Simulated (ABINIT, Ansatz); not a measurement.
**SiSnSe3 (Pm-3m): zone-centre phonons**

Wanted: the vibrations of SiSnSe3 (Pm-3m) at Γ, by two programs.

Method: DFT LDA, scalar-relativistic, plane waves, HGH norm-conserving pseudopotentials, in ABINIT 10.8.3.

The structure was built from a prototype and need not be the compound's stable phase.

### Step 1. Set-up

The structure is cubic, space group Pm-3m (No. 221). Conventional cell: a = 4.791 Å, b = 4.791 Å, c = 4.791 Å, α = 90.00°, β = 90.00°, γ = 90.00°. Sn has 12 Se at 3.39 Å nearest. Si has 6 Se at 2.40 Å nearest. Se has 2 Si at 2.40 Å and 4 Sn at 3.39 Å nearest. Farther neighbours and most contacts between anions are not listed.

### Step 2. Relaxation

The harmonic expansion needs vanishing forces, and a free crystal bears no stress, so cell and atoms are brought to rest. Stress is more sensitive to the basis than forces are: the last 3 Ha under the cutoff are smoothed with ecutsm, and the cutoff is raised above that of the later runs.

The starting cell comes from a relaxation made beforehand in Ansatz (LDA, PseudoDojo NC).

Contents of relax.abi:

```
# relaxation
ionmov 2
optcell 2
dilatmx 1.08
ntime 40
tolmxf 1.0d-05
tolvrs 1.0d-14
prtwf 0
prtden 0
chksymtnons 0

# basis, mesh and filling
ecut 26.0
ecutsm 3.0
ixc 7
ngkpt 6 6 6
nshiftk 1
shiftk 0.0 0.0 0.0
istwfk *1
occopt 7
tsmear 0.01
nband 20
nstep 100
diemac 1000000.0
prtebands 0
prtgsr 0

# cell and atoms
acell 3*1.0 Angstrom
rprim 
    4.790574893 0.0 0.0
    0.0 4.790574893 0.0
    0.0 0.0 4.790574893
ntypat 3
znucl 50 14 34
natom 5
typat 1 2 3 3 3
xred 
    0.0 0.0 0.0
    0.5 0.5 0.5
    0.5 0.5 0.0
    0.5 0.0 0.5
    0.0 0.5 0.5
pp_dirpath "./pseudo"
pseudos "Sn.hgh, Si.hgh, Se.hgh"
```

Run with:

```console
> OMP_NUM_THREADS=1 mpirun -n 4 abinit relax.abi > relax.log
```

Numbers of over 12 decimals in the logs are rounded to 6 here.

relax.abo, the main output file:

```text
[banners, grids, parts of the stress and lines that vanish by symmetry left out]
- input  file    -> relax.abi
- output file    -> relax.abo
- root for input  files -> relaxi
[...]
Symmetries : space group Pm -3 m (#221); Bravais cP (primitive cubic)
[...]
mpw =        5960          nfft =      110592          nkpt =          20
[...]
== DATASET  1 ==================================================================
[...]
cutoff_energies: {ecut:  26.0, pawecutdg:  -1.0, }
[...]
Exchange-correlation functional for the present dataset will be:
  LDA: Perdew-Wang 92 LSD fit to Ceperley-Alder data - ixc=7
[...]
ETOT  1  -35.974573536891    -3.597E+01 2.957E-02 3.079E+02
 ETOT  2  -36.025537937438    -5.096E-02 5.162E-03 2.050E+01
 ETOT  3  -36.029430262018    -3.892E-03 1.345E-03 2.519E+00
 ETOT  4  -36.030009871531    -5.796E-04 1.073E-03 1.966E-02
 ETOT  5  -36.030012425535    -2.554E-06 4.551E-04 2.091E-03
[...]
At SCF step   11       vres2   =  4.97E-16 < tolvrs=  1.00E-14 =>converged.
[...]
sigma(1 1)=  1.81577676E-06  sigma(3 2)=  0.00000000E+00
  sigma(2 2)=  1.81577676E-06  sigma(3 1)=  0.00000000E+00
  sigma(3 3)=  1.81577676E-06  sigma(2 1)=  0.00000000E+00
[...]
convergence: {deltae: -3.340E-13, res2:  4.965E-16, residm:  4.325E-05, diffor: null, }
etotal    :  -3.60300126E+01
[...]
ETOT  1  -36.030012625453    -3.603E+01 4.168E-05 2.135E-03
[...]
At SCF step    8       vres2   =  4.18E-16 < tolvrs=  1.00E-14 =>converged.
[...]
sigma(1 1)=  1.43920790E-06  sigma(3 2)=  0.00000000E+00
  sigma(2 2)=  1.43920790E-06  sigma(3 1)=  0.00000000E+00
  sigma(3 3)=  1.43920790E-06  sigma(2 1)=  0.00000000E+00
[...]
convergence: {deltae: -2.629E-13, res2:  4.183E-16, residm:  1.865E-05, diffor: null, }
etotal    :  -3.60300128E+01
[...]
ETOT  1  -36.030009956750    -3.603E+01 1.774E-03 3.109E-02
[...]
ETOT  7  -36.030013179876     1.222E-12 2.224E-06 9.975E-13
 ETOT  8  -36.030013179877    -8.953E-13 6.287E-06 5.803E-15
 At SCF step    8       vres2   =  5.80E-15 < tolvrs=  1.00E-14 =>converged.
[...]
sigma(1 1)= -1.59917297E-09  sigma(3 2)=  0.00000000E+00
  sigma(2 2)= -1.59917297E-09  sigma(3 1)=  0.00000000E+00
  sigma(3 3)= -1.59917297E-09  sigma(2 1)=  0.00000000E+00
[...]
convergence: {deltae: -8.953E-13, res2:  5.803E-15, residm:  6.287E-06, diffor: null, }
etotal    :  -3.60300132E+01
[...]
At Broyd/MD step   3, gradients are converged :
[...]
sigma(1 1)= -1.59917297E-09  sigma(3 2)=  0.00000000E+00
  sigma(2 2)= -1.59917297E-09  sigma(3 1)=  0.00000000E+00
  sigma(3 3)= -1.59917297E-09  sigma(2 1)=  0.00000000E+00
[...]
- sigma(1 1)= -4.70492930E-05  sigma(3 2)=  0.00000000E+00
- sigma(2 2)= -4.70492931E-05  sigma(3 1)=  0.00000000E+00
- sigma(3 3)= -4.70492931E-05  sigma(2 1)=  0.00000000E+00
[...]
fcart     -0.0000000000E+00 -0.0000000000E+00 -0.0000000000E+00
           strten     -1.5991729659E-09 -1.5991729685E-09 -1.5991729672E-09
================================================================================

[key lines of the parts left out:]
pressure_GPa:   4.7049E-05
Total energy (etotal) [Ha]= -3.60300131798768E+01
```

The job ended after 48 s (4 MPI ranks of Arm Neoverse V2, shared host).

Little changed from the start: no atom moved by 0.005 Å and no cell edge by 0.1 %.

Read from the output:

```yaml
volume_per_atom: 21.97 Å³
pressure: 4.70e-5 GPa
gap_on_the_k_mesh: 0 eV
```

### Step 3. Self-consistent run for the response

The response is built on these wavefunctions, so the potential is converged far more tightly than an energy would need. Occupations are smeared.

Contents of gs.abi:

```
# ground state
tolvrs 1.0d-16
prtden 1
prtwf 1

# basis, mesh and filling
ecut 20.0
ixc 7
ngkpt 6 6 6
nshiftk 1
shiftk 0.0 0.0 0.0
istwfk *1
occopt 7
tsmear 0.01
nband 20
nstep 100
diemac 1000000.0
prtebands 0
prtgsr 0

# cell and atoms
acell 3*1.0 Angstrom
rprim 
    4.789317367 0.0 0.0
    0.0 4.789317367 0.0
    0.0 0.0 4.789317367
ntypat 3
znucl 50 14 34
natom 5
typat 1 2 3 3 3
xred 
    0.0 0.0 0.0
    0.5 0.5 0.5
    0.5 0.5 0.0
    0.5 0.0 0.5
    0.0 0.5 0.5
pp_dirpath "./pseudo"
pseudos "Sn.hgh, Si.hgh, Se.hgh"
```

Run with:

```console
> OMP_NUM_THREADS=1 mpirun -n 4 abinit gs.abi > gs.log
```

gs.abo, the main output file:

```text
[banners, grids, parts of the stress and lines that vanish by symmetry left out]
- input  file    -> gs.abi
- output file    -> gs.abo
- root for input  files -> gsi
[...]
Symmetries : space group Pm -3 m (#221); Bravais cP (primitive cubic)
[...]
mpw =        3190          nfft =       64000          nkpt =          20
[...]
== DATASET  1 ==================================================================
[...]
cutoff_energies: {ecut:  20.0, pawecutdg:  -1.0, }
[...]
Exchange-correlation functional for the present dataset will be:
  LDA: Perdew-Wang 92 LSD fit to Ceperley-Alder data - ixc=7
[...]
ETOT  1  -35.968255555793    -3.597E+01 3.250E-02 1.766E+02
 ETOT  2  -36.019064461086    -5.081E-02 3.526E-03 1.219E+01
 ETOT  3  -36.023096487237    -4.032E-03 1.647E-03 1.416E+00
 ETOT  4  -36.023660048876    -5.636E-04 1.405E-03 1.114E-02
 ETOT  5  -36.023662450695    -2.402E-06 1.963E-04 1.303E-03
[...]
ETOT 11  -36.023662691302    -7.105E-13 4.708E-05 2.481E-16
 ETOT 12  -36.023662691301     1.023E-12 1.469E-05 2.544E-17
 At SCF step   12       vres2   =  2.54E-17 < tolvrs=  1.00E-16 =>converged.
[...]
sigma(1 1)=  3.83990989E-05  sigma(3 2)=  0.00000000E+00
  sigma(2 2)=  3.83990989E-05  sigma(3 1)=  0.00000000E+00
  sigma(3 3)=  3.83990989E-05  sigma(2 1)=  0.00000000E+00
[...]
convergence: {deltae:  1.023E-12, res2:  2.544E-17, residm:  1.469E-05, diffor: null, }
etotal    :  -3.60236627E+01
[...]
sigma(1 1)=  3.83990989E-05  sigma(3 2)=  0.00000000E+00
  sigma(2 2)=  3.83990989E-05  sigma(3 1)=  0.00000000E+00
  sigma(3 3)=  3.83990989E-05  sigma(2 1)=  0.00000000E+00
[...]
- sigma(1 1)=  1.12974049E+00  sigma(3 2)=  0.00000000E+00
- sigma(2 2)=  1.12974049E+00  sigma(3 1)=  0.00000000E+00
- sigma(3 3)=  1.12974049E+00  sigma(2 1)=  0.00000000E+00
[...]
fcart     -0.0000000000E+00 -0.0000000000E+00 -0.0000000000E+00
           strten      3.8399098850E-05  3.8399098850E-05  3.8399098850E-05
================================================================================

[key lines of the parts left out:]
pressure_GPa:  -1.1297E+00
```

Wall time 13 s (4 MPI ranks).

This step gave:

```yaml
pressure: -1.130 GPa
```

The cell stands at -1.1 GPa: the relaxation ran with a smoothed and higher cutoff, and the difference is a stress of the finite basis.

[end of part 1 of 4]

[Host names and launcher messages were left out of these logs when they were recorded.]

[Logs are printed without paths, hosts, clocks, repeated set-up lines and the standing remarks that a program may print on its own settings, such as how far it seeks lower states.]

[Hosts, paths, dates, database ids (printed as entryN), source tags and the programs' standing remarks are cut or masked in the printed files.]
